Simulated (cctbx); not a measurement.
# Lattice, Laue class and space group of a new crystal

Cell: a = 9.1680 Å, b = 9.1680 Å, c = 9.1680 Å, α = 90.00°, β = 90.00°, γ = 90.00°. Expected content of the cell: Sm4 Ge4 Cr4 S24 Mg4.

Simulated single-crystal data (cctbx): Ag Kα, λ = 0.56087 Å, to d = 0.75 Å, 70 % of the full sphere, strongest reflection 20000 counts, noise from counting, a 2 % proportional error and a noise floor of 4 counts (s.d.); no absorption, some extinction.

Tests on the unmerged data give:

```text
5369 reflections to d = 0.751 A
centring   violations  <I/sigma> of those
    A          0 of  2703      0.0
    B          0 of  2701      0.0
    C          0 of  2688      0.0
    I        675 of  2723      5.5
    R        748 of  3575      5.5
    F          0 of  4046      0.0
Laue class    unique    Rint  (classes that these axes allow; Friedel mates merged)
F m m m           288   0.023
F m -3            101   0.024
F m -3 m           74   0.025
space group    extra absences  I>4sigma  <I/sigma>
F 4 3 2                 0          0         -  acentric
F -4 3 m                0          0         -  acentric
F m -3 m                0          0         -  centric
Wilson B = 0.02 A^2   <|E^2-1|> = 0.667 (0.968 centric, 0.736 acentric)   E^2>4: 0.0 %
shell (A)         n   <I/sigma>
 5.29 - 1.36     18     85.9
 1.36 - 1.08     11     85.2
 1.08 - 0.95     11    101.4
 0.95 - 0.86     12     87.8
 0.86 - 0.80     10     76.3
 0.80 - 0.75     12     71.3
```

**Question.** What are the lattice type, the Laue class and the likely space group?

The reflections that A, B, C and F centring forbids are absent (⟨I/σ⟩ near 0), so the lattice is F. F holds A, B and C together.

Rint stays low (0.023 to 0.025) up to F m -3 m, the highest class in these axes.

3 settings pass the absence test. No glide or screw absences show, which leaves F 4 3 2, F -4 3 m and F m -3 m.

⟨|E²−1|⟩ = 0.667 leans to a non-centrosymmetric structure, or to twinning, which lowers it. The Wilson B of 0.02 Å² means U ≈ 0.0003 Å², too small to be real: the Wilson fit fails with so few reflections and atoms.

The true group is F-43m (no. 216), Laue class m-3m, non-centrosymmetric. The tables only narrow the choice to the tied entries; cell content, site symmetry and trial solutions must settle it.

The model was made for the exercise: a known structure type with other elements put in, its volume estimated, not relaxed; displacement parameters are assumed.

[Logs are printed without paths, hosts, clocks, repeated set-up lines and the standing remarks that a program may print on its own settings, such as how far it seeks lower states.]
